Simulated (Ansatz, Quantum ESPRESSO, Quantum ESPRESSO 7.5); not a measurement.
# Screening and band shifts of 1T-PtS2, 1 layer

Aim: how 1T-PtS2, 1 layer screens a field along its normal, and what the field does to its bands.

Calculated with Quantum ESPRESSO 7.5; plane-wave DFT, vdW-DF-cx, GBRV ultrasoft pseudopotentials made under PBE (geometry and cross-check by Ansatz 0.2.0 with PAW datasets; geometry under PBE).

### 1. The structure

The cell holds 3 atoms: 2 S and 1 Pt. Cell: a = 3.570 Å, b = 3.570 Å, c = 19.014 Å, α = 90.0°, β = 90.0°, γ = 120.0°. It derives from PtS2. Vacuum lies along c.

Structure file:

```cif
data_structure
_symmetry_space_group_name_H-M 'P 1'
_symmetry_Int_Tables_number 1
_cell_length_a 3.5700
_cell_length_b 3.5700
_cell_length_c 19.0141
_cell_angle_alpha 90.000
_cell_angle_beta 90.000
_cell_angle_gamma 120.000
_cell_volume 209.87
loop_
_atom_site_label
_atom_site_type_symbol
_atom_site_fract_x
_atom_site_fract_y
_atom_site_fract_z
_atom_site_occupancy
S1 S 0.66667 0.33333 0.44704 1
Pt2 Pt 0.00000 0.00000 0.50000 1
S3 S 0.33333 0.66667 0.55296 1
```

### 2. Geometry from Ansatz

The geometry comes first, from a plane-wave PAW code, so that the later runs on this slab share one structure.

input.yaml reads:

```yaml
crystal:
  lattice:
    - [3.57, 0.0, 0.0]
    - [-1.785, 3.0917106915, 0.0]
    - [0.0, 0.0, 19.0140863934]
  atoms:
    - { symbol: S, position: [0.6666666667, 0.3333333333, 0.4470369927] }
    - { symbol: Pt, position: [0.0, 0.0, 0.5] }
    - { symbol: S, position: [0.3333333333, 0.6666666667, 0.5529630073] }
kpoints:
  mp_grid: { grid: [12, 12, 1] }
hamiltonian:
  xc: pbe
scf:
  occupations: { method: fermi_dirac, width: 0.05 }
  convergence: { dr2_threshold: 1.0e-08 }
efield:
  axis: 3
  dipole_correction: true
  ramp_position: 0.97
  ramp_width: 0.04
relax:
  f_tol: 0.01
  cell: { fix: [c, alpha, beta] }
output:
  write_potential: true
  write_density: true
  volumetric_format: npy
```

Command:

```sh
$ ansatz run input.yaml --threads 4 --pin off --max-ram 8192MiB --backend cpu --events-out ev --progress --plain --runs-dir out
```

Numbers of over 12 decimals in the logs are rounded to 6 here.

The program printed:

```text
Warning: relax.cell: scf.convergence.dr2_threshold = 1e-8 eV is looser than the 3e-10 eV advised for a relaxation that steers and ends on the stress (1e-10 eV for each atom of the cell: 3). What an SCF threshold leaves in a stress goes as its square root, and in the free energy as the threshold itself, and one threshold admits the most on a small cell: [figures from the program's tests cut] Set scf.convergence.dr2_threshold to 3e-10 eV or tighter. The threshold is an SCF's pass mark: one that does not reach it within its budget of iterations ends unconverged, or closes short of it on a stop that the run arms, and scf.convergence.dr2_threshold's page says what that costs each kind of run
Engine: ansatz 0.2.0, aarch64-unknown-linux-gnu
Pseudopotentials: kind: paw
Pseudopotential: S, paw, valence charge 6, recommended cutoff 420 eV (normal), S.paw.azcp
Pseudopotential: Pt, paw, valence charge 18, recommended cutoff 420 eV (normal), Pt.paw.azcp
Functional definition: PBE
  parameter kappa = 0.804
  parameter beta = 0.066725
  exchange = pbe_x(kappa = kappa, mu = beta*pi^2/3)
  correlation = pbe_c(beta = beta)
Crystal: 3 atoms, lattice volume = 209.866 Å³
Basis set: ecut = 420 eV, 4041 PW (Γ), exchange–correlation on 48×48×256 points (8 copies of the dense FFT grid, shifted against one another)
Bands: 19, of which v1, the nominal top of the filled ones, is band 15 counted from 1 (14 counted from 0)
Symmetry: 6 space group operations
k-points: 19 of 144 (time reversal used)
Non-local potential: S, projectors of the file, l = 0: 2, l = 1: 2, l = 2: 2
Non-local potential: Pt, projectors of the file, l = 0: 3, l = 1: 2, l = 2: 2, l = 3: 1
PAW form: soft (Blöchl's): semilocal exchange-correlation on the pseudo side does not see the compensation charge
PAW one-centre angular grid: S, 110 points (default); XC on 64 Gauss nodes
PAW one-centre angular grid: Pt, 590 points (default); XC on 64 Gauss nodes
Initial density: superposition of atomic densities (neutral atoms: chi_scale 0, normalization atom), corrected by the library's trained network
Initial wavefunctions: pseudopotential atomic-orbital guess
Functional: x = pbe(κ = 0.804, μ = 0.219515), c = pbe(β = 0.066725)
SCF iter   1: F=—  HF=-14327.577341 eV  |F-HF|=—  |Δ(HF+E_count)|=         —  Δρ=2.48e-3  dr2=2.50e-2  ethr=1.77e-3  p=-0.000 e·Å  D=-3.98e-5 V/Å  ΔV_dip=0.00 eV  dr2_dipole=1.29e-8  V_vac-E_F(+/−)=5.43/5.43 eV  ⟨swp⟩=8.7  Hψ=2378  notcnv=0
efield: sawtooth ramp at fractional position 0.9700 (set: `efield.ramp_position`, or a place that a band, a saddle search or an elastic batch's reference lends), width 0.0400; the density the first Hamiltonian is built on has a dipole p = -0.000 e·Å; the dipole correction subtracts the counter field D = -3.98e-5 V/Å, which shifts the + side's vacuum level by +0.00 eV against the − side's; the planar-averaged density in the ramp window peaks in size at 6.6e-6 e/Å³
preconditioner: auto → none  [insulator: Δε(μ)=1.451 eV  Ē_g=10.133 eV  σ=0.050 eV  W_gap=1.00  n_scr=10 (ndim 8)  ℏωp=12.0 eV  f_vac=0.711  D(μ)=0.00/eV (n_scr^D=0)  ε∞_Penn≈2.4]
SCF iter   2: F=—  HF=-14327.570779 eV  |F-HF|=—  |Δ(HF+E_count)|=   6.56e-3  Δρ=1.65e-3  dr2=9.18e-3  ethr=8.35e-5  p=-0.000 e·Å  D=-1.14e-4 V/Å  ΔV_dip=0.00 eV  dr2_dipole=3.61e-7  V_vac-E_F(+/−)=5.16/5.16 eV  ⟨swp⟩=3.1  Hψ=842  notcnv=0
SCF iter   3: F=—  HF=-14327.569517 eV  |F-HF|=—  |Δ(HF+E_count)|=   1.26e-3  Δρ=8.55e-4  dr2=1.85e-3  ethr=3.06e-5  p=0.000 e·Å  D=1.31e-4 V/Å  ΔV_dip=-0.00 eV  dr2_dipole=7.55e-7  V_vac-E_F(+/−)=5.22/5.22 eV  ⟨swp⟩=2.1  Hψ=577  notcnv=0
SCF iter   4: F=—  HF=-14327.569386 eV  |F-HF|=—  |Δ(HF+E_count)|=   1.31e-4  Δρ=3.46e-4  dr2=1.32e-4  ethr=6.16e-6  p=-0.000 e·Å  D=-2.14e-4 V/Å  ΔV_dip=0.00 eV  dr2_dipole=1.66e-6  V_vac-E_F(+/−)=5.20/5.19 eV  ⟨swp⟩=2.3  Hψ=542  notcnv=0
SCF iter   5: F=—  HF=-14327.569521 eV  |F-HF|=—  |Δ(HF+E_count)|=   1.35e-4  Δρ=1.53e-4  dr2=2.31e-4  ethr=4.39e-7  p=0.001 e·Å  D=1.07e-3 V/Å  ΔV_dip=-0.02 eV  dr2_dipole=4.44e-5  V_vac-E_F(+/−)=5.17/5.19 eV  ⟨swp⟩=2.2  Hψ=585  notcnv=0
SCF iter   6: F=—  HF=-14327.569498 eV  |F-HF|=—  |Δ(HF+E_count)|=   2.24e-5  Δρ=4.51e-5  dr2=2.04e-6  ethr=4.39e-7  p=0.000 e·Å  D=2.42e-5 V/Å  ΔV_dip=-0.00 eV  dr2_dipole=3.47e-8  V_vac-E_F(+/−)=5.17/5.17 eV  ⟨swp⟩=2.1  Hψ=471  notcnv=0
SCF iter   7: F=—  HF=-14327.569489 eV  |F-HF|=—  |Δ(HF+E_count)|=   9.58e-6  Δρ=1.27e-5  dr2=1.23e-7  ethr=6.80e-9  p=0.000 e·Å  D=9.17e-6 V/Å  ΔV_dip=-0.00 eV  dr2_dipole=9.63e-10  V_vac-E_F(+/−)=5.17/5.17 eV  ⟨swp⟩=2.6  Hψ=658  notcnv=0
SCF iter   8: F=-14327.569489 eV  HF=-14327.569489 eV  |F-HF|=1.29e-8  |Δ(HF+E_count)|=   4.81e-7  Δρ=2.52e-6  dr2=7.72e-9  ethr=3.33e-11  p=-0.000 e·Å  D=-1.26e-6 V/Å  ΔV_dip=0.00 eV  dr2_dipole=5.95e-11  V_vac-E_F(+/−)=5.17/5.17 eV  ⟨swp⟩=8.6  Hψ=2909  notcnv=0
SCF 1 converged in 8 iterations: F = -14327.569489 eV  dr2 = 7.72e-9
  greatest PAW one-centre occupation: 1.000 electrons in one spin orbital (limit 2), on the Pt atom at site 1 (counted from 0), in its partial waves of l = 0
relax step   1: F+E_penalty+E_count = -14327.56948938 eV  Δ(F+E_penalty+E_count) = +0.000e0 eV  max|allowed force component| = 3.141e0 eV/Å  Δτ_max = 0.0000 Å  P = +5.509 GPa  Ω = 209.866 Å³  fix = [c, alpha, beta]  reactions: c +4.831 GPa  (8 SCF iters, accepted)
Crystal: 3 atoms, lattice volume = 212.229 Å³
Basis set: ecut = 420 eV, 4053 PW (Γ), exchange–correlation on 48×48×256 points (8 copies of the dense FFT grid, shifted against one another)
Initial density: handed on by an earlier stage of this run
Initial wavefunctions: those handed on with the density
iter 1 solved again at ethr=2.89e-4 eV; its pass at ethr=3.10e-3 eV (dr2=8.66e-2 eV) is discarded
SCF iter   1: F=—  HF=-14328.267788 eV  |F-HF|=—  |Δ(HF+E_count)|=         —  Δρ=8.83e-3  dr2=9.57e-2  ethr=2.89e-4  p=-0.000 e·Å  D=-1.30e-6 V/Å  ΔV_dip=0.00 eV  dr2_dipole=2.55e-11  V_vac-E_F(+/−)=5.47/5.47 eV  ⟨swp⟩=1.6  Hψ=2547  notcnv=0
efield: sawtooth ramp at fractional position 0.9700 (set: `efield.ramp_position`, or a place that a band, a saddle search or an elastic batch's reference lends), width 0.0400; the density the first Hamiltonian is built on has a dipole p = -0.000 e·Å; the dipole correction subtracts the counter field D = -1.30e-6 V/Å, which shifts the + side's vacuum level by +0.00 eV against the − side's; the planar-averaged density in the ramp window peaks in size at 1.1e-6 e/Å³
[...]
SCF iter   6: F=—  HF=-14328.252876 eV  |F-HF|=—  |Δ(HF+E_count)|=   3.16e-7  Δρ=1.33e-5  dr2=2.87e-6  ethr=1.77e-9  p=0.000 e·Å  D=9.12e-5 V/Å  ΔV_dip=-0.00 eV  dr2_dipole=6.35e-7  V_vac-E_F(+/−)=5.45/5.45 eV  ⟨swp⟩=2.4  Hψ=613  notcnv=0
SCF iter   7: F=—  HF=-14328.252876 eV  |F-HF|=—  |Δ(HF+E_count)|=   2.97e-7  Δρ=1.89e-6  dr2=1.53e-8  ethr=1.77e-9  p=-0.000 e·Å  D=-7.59e-6 V/Å  ΔV_dip=0.00 eV  dr2_dipole=2.72e-9  V_vac-E_F(+/−)=5.45/5.45 eV  ⟨swp⟩=2.0  Hψ=485  notcnv=0
SCF iter   8: F=-14328.252876 eV  HF=-14328.252876 eV  |F-HF|=2.35e-10  |Δ(HF+E_count)|=  4.53e-10  Δρ=5.25e-7  dr2=5.22e-10  ethr=3.33e-11  p=-0.000 e·Å  D=-1.79e-6 V/Å  ΔV_dip=0.00 eV  dr2_dipole=5.26e-11  V_vac-E_F(+/−)=5.45/5.45 eV  ⟨swp⟩=9.0  Hψ=2433  notcnv=0
SCF 3 converged in 8 iterations: F = -14328.252876 eV  dr2 = 5.22e-10
relax step   3: F+E_penalty+E_count = -14328.25287577 eV  Δ(F+E_penalty+E_count) = -4.320e-3 eV  max|allowed force component| = 1.363e-3 eV/Å  Δτ_max = 0.0243 Å  P = +0.011 GPa  Ω = 210.361 Å³  energy of the carried Pulay correction = -2.935e-5 eV  fix = [c, alpha, beta]  reactions: c -0.000 GPa  (8 SCF iters, accepted)
Initial wavefunctions: pseudopotential atomic-orbital guess (no wavefunctions were taken with the density)
iter 1 solved again at ethr=1.76e-6 eV; its pass at ethr=3.10e-3 eV (dr2=5.29e-4 eV) is discarded
SCF iter   1: F=—  HF=-14328.252932 eV  |F-HF|=—  |Δ(HF+E_count)|=         —  Δρ=7.70e-6  dr2=1.40e-8  ethr=1.76e-6  p=-0.000 e·Å  D=-1.79e-6 V/Å  ΔV_dip=0.00 eV  dr2_dipole=5.47e-11  V_vac-E_F(+/−)=5.45/5.45 eV  ⟨swp⟩=3.1  Hψ=3269  notcnv=0
efield: sawtooth ramp at fractional position 0.9700 (set: `efield.ramp_position`, or a place that a band, a saddle search or an elastic batch's reference lends), width 0.0400; the density the first Hamiltonian is built on has a dipole p = -0.000 e·Å; the dipole correction subtracts the counter field D = -1.79e-6 V/Å, which shifts the + side's vacuum level by +0.00 eV against the − side's; the planar-averaged density in the ramp window peaks in size at 1.1e-6 e/Å³
eigensolver tolerance schedule: the retry pair's looser diagonalisation over-reported the residual by 37924.26 of it (diagonalisation noise at an unbounded share of the residual, at the tolerance the schedule requests for it); recorded, not acted on — ethr = c·dr2/N_el stays at c = 1.0e-1
preconditioner: auto → none  [insulator: Δε(μ)=1.771 eV  Ē_g=9.237 eV  σ=0.050 eV  W_gap=1.00  n_scr=10 (ndim 8)  ℏωp=12.0 eV  f_vac=0.690  D(μ)=0.00/eV (n_scr^D=0)  ε∞_Penn≈2.7]
SCF iter   2: F=—  HF=-14328.252888 eV  |F-HF|=—  |Δ(HF+E_count)|=   4.39e-5  Δρ=4.05e-6  dr2=1.85e-8  ethr=4.65e-11  p=0.000 e·Å  D=3.06e-6 V/Å  ΔV_dip=-0.00 eV  dr2_dipole=1.17e-9  V_vac-E_F(+/−)=5.45/5.45 eV  ⟨swp⟩=4.3  Hψ=1140  notcnv=0
SCF iter   3: F=—  HF=-14328.252894 eV  |F-HF|=—  |Δ(HF+E_count)|=   5.70e-6  Δρ=2.92e-6  dr2=2.22e-8  ethr=4.65e-11  p=-0.000 e·Å  D=-8.77e-6 V/Å  ΔV_dip=0.00 eV  dr2_dipole=4.42e-9  V_vac-E_F(+/−)=5.45/5.45 eV  ⟨swp⟩=2.4  Hψ=548  notcnv=0
iter 4 met the thresholds in force, and the SCF goes on: an eigenvalue changes by 4.01 meV, over its tolerance of 3.16 meV (output.eigenvalues, Limitations)
SCF iter   4: F=-14328.252904 eV  HF=-14328.252896 eV  |F-HF|=8.61e-6  |Δ(HF+E_count)|=   2.03e-6  Δρ=2.38e-6  dr2=5.58e-9  ethr=3.33e-11  p=0.000 e·Å  D=2.65e-6 V/Å  ΔV_dip=-0.00 eV  dr2_dipole=1.04e-9  V_vac-E_F(+/−)=5.45/5.45 eV  ⟨swp⟩=10.1  Hψ=2703  notcnv=0
SCF iter   5: F=-14328.252904 eV  HF=-14328.252900 eV  |F-HF|=4.29e-6  |Δ(HF+E_count)|=   4.32e-6  Δρ=1.48e-6  dr2=1.32e-9  ethr=1.86e-11  p=-0.000 e·Å  D=-1.45e-10 V/Å  ΔV_dip=0.00 eV  dr2_dipole=1.01e-10  V_vac-E_F(+/−)=5.45/5.45 eV  ⟨swp⟩=8.7  Hψ=2497  notcnv=0
SCF 4 converged in 5 iterations: F = -14328.252904 eV  dr2 = 1.32e-9
relax step   4: F+E_penalty+E_count = -14328.25290443 eV  Δ(F+E_penalty+E_count) = -2.866e-5 eV  max|allowed force component| = 1.372e-3 eV/Å  Δτ_max = 0.0000 Å  P = +0.009 GPa  Ω = 210.361 Å³  fix = [c, alpha, beta]  reactions: c -0.003 GPa  stress off target by 1.50e-2 GPa on what of the cell is left free  SCF on the basis re-selected at this cell (its energy is not comparable with the rows above)  (5 SCF iters)
basis re-selected at this cell: Δ(F+E_penalty+E_count) = -2.866e-5 eV, ΔP = -0.002 GPa vs the last step (what re-selecting the basis moved, of the pressure what is left beyond the Pulay correction that the steps carried, after the strain that the cell walked since its last selection, with what the two solves' SCF thresholds leave and, on support functions, any second-order correction that the steps lacked; it is no m [...]
WARN: The input density's exchange-correlation potential varies sharply where the density is thin. Do not read a vacuum level from v_tot or v_xc, or from such a field of the output density. On a cell that repeats whose density bears no net charge and no dipole along the vacuum's axis use v_es (v_loc + v_h of the components); under efield.dipole_correction with no amplitude use v_es + v_field, which holds any external [...]
SCF converged after 5 iterations
an eigenvalue changed by more than its tolerance at an iteration that met the thresholds in force, so the SCF went on 1 time: the last check found none over its tolerance
Free energy (F): -14328.252904 eV
Harris-Foulkes:  -14328.252900 eV  (|F-HF|=4.29e-6)
Internal energy: -14328.252904 eV  (E = F + TS)
E sigma→0 (E₀):  -14328.252904 eV
Fermi energy:    -1.160281 eV
Dipole field:    D = -0.000013 V/Å  (p = -0.000015 e·Å, saw-weighted, corrected)
Work function:   Φ+ = 5.4503 eV   Φ− = 5.4501 eV
Levels:          The Fermi level and band energies are counted from a zero that moves with the ramp; work functions are not
--- Per-component energies (eV) ---
  E_band       = -678.164464
  E_kinetic    = 848.618106
  E_local      = -18541.417987  (includes V_loc(G=0)·N_el)
  E_nonlocal   = 255.093502
  E_hartree    = 8766.869886
  E_xc         = -455.218678
  E_vxc        = -476.657297  (∫ρ·V_xc dr)
  E_paw        = -10653.784050  (= ΣΔE_a)
  E_vpaw       = -297.543090  (= ΣTr[D̂ρ^β])
  E_aug_tail   = 0.000191  (compensation charges beyond the density's cutoff)
  E_efield     = 0.000000  (sawtooth field / dipole correction)
  E_vefield    = 0.000075  (∫n·V_field dr)
  E_ewald      = 5451.586126
  E_smearing   = -0.000000  (= −TS)
  E_closure    = -0.000000  (closes the sum)
  Σ components = -14328.252904   (vs F -14328.252904, Δ=0.00e0)
--- Forces (eV/Å), atoms counted from 1 ---
  atom   1  S     -0.00000000     0.00000000     0.00136849
  atom   2  Pt     0.00000000     0.00000000     0.00000238
  atom   3  S      0.00000000    -0.00000000    -0.00137307
  max |Σ_I F_I| component: 2.20e-6 eV/Å
--- Stress (GPa, compression-positive) ---
        0.015041      -0.000000       0.000000
        0.000000       0.015041      -0.000000
       -0.000000      -0.000000      -0.002563
  P = ⅓ Tr σ = 0.0092 GPa (0.092 kbar)
--- Band table (eV; the first three rows and the last of 19) ---
  k-point 0: bands = [... 11 lower, -2.8447, -2.7263, -2.3506, -2.3506, 1.1283, 1.1283, 3.3291, 3.7391]
  k-point 1: bands = [... 11 lower, -3.2509, -2.5935, -2.3089, -2.1608, 0.7101, 1.0130, 3.5361, 3.9272]
  k-point 2: bands = [... 11 lower, -3.7787, -2.3243, -2.2899, -2.0962, -0.0266, 0.7977, 4.0211, 4.2765]
  k-point 18: bands = [... 11 lower, -4.5167, -4.2923, -2.7814, -2.7814, 0.0819, 0.0819, 4.7904, 6.9009]
--- Relaxed structure (3 steps of the walk, 3 accepted, 1 SCFs on fresh bases) ---
  F+E_penalty+E_count = -14328.25290443 eV   max|allowed force component| = 1.372e-3 eV/Å   (the final SCF, on the basis selected at the relaxed cell)
  cell:  # Å, volume = 210.3606 Å³
    - [3.574203, 0, 0]
    - [-1.787101, 3.095350, 0]
    - [0, 0, 19.0140863934]
  atoms:
    - { symbol: S, position: [0.666667, 0.333333, 0.435363] }
    - { symbol: Pt, position: [0, 0, 0.500000] }
    - { symbol: S, position: [0.333333, 0.666667, 0.564637] }
```

The job ended after 13 s (4 threads of Arm Neoverse N1, shared host; peak memory 0.49 GiB; 49 s of CPU time).

Step by step:

```
step  energy less that of the first step (eV)  largest force component (eV/Å)  pressure (GPa)  volume (Å³)
   1                                   0.0000                          3.1410            5.51       209.87
   2                                  -0.6791                          0.1910            0.15       212.23
   3                                  -0.6834                          0.0014            0.01       210.36
  4*                                  -0.6834                          0.0014            0.01       210.36
```

Relaxation steps marked * repeat the geometry before them on a plane-wave basis chosen anew for their cell, so energy and pressure can jump there.

| cell as run | before | after | change |
| --- | --- | --- | --- |
| a (Å) | 3.570 | 3.574 | +0.1 % |
| b (Å) | 3.570 | 3.574 | +0.1 % |

The atoms that moved most (Å, along periodic axes as changes of fractional coordinates times the final cell, across vacuum about the mean position):

```
atom     dx     dy      dz  length
  S3  0.000  0.000   0.222   0.222
  S1  0.000  0.000  -0.222   0.222
```

Final coordinates:

```xyz
3
Lattice="3.5742 0.0000 0.0000 -1.7871 3.0954 0.0000 0.0000 0.0000 19.0141" Properties=species:S:1:pos:R:3
S     1.7871    1.0318    8.2780
Pt    0.0000    0.0000    9.5070
S     0.0000    2.0636   10.7361
```

Read from the output:

```
free energy                                                      : -14328.2529 eV
Fermi energy                                                     : -1.160 eV
gap by band count                                                : 1.771 eV
symmetry operations                                              : 6
dipole along the normal                                          : -1.53e-5 e·Å
vacuum level at the upper face over a Fermi level inside the gap : 5.450 eV
vacuum level at the lower face over a Fermi level inside the gap : 5.450 eV
```

[end of part 1 of 6]

[Logs are printed without paths, hosts, clocks, repeated set-up lines and the standing remarks that a program may print on its own settings, such as how far it seeks lower states.]

[Hosts, paths, dates, database ids (printed as entryN), source tags and the programs' standing remarks are cut or masked in the printed files.]

[Maps of the electrostatic potential energy from Ansatz leave out the sawtooth potential of an applied field or a dipole correction, so their vacuum need not be flat; planar profiles and work functions include it.]
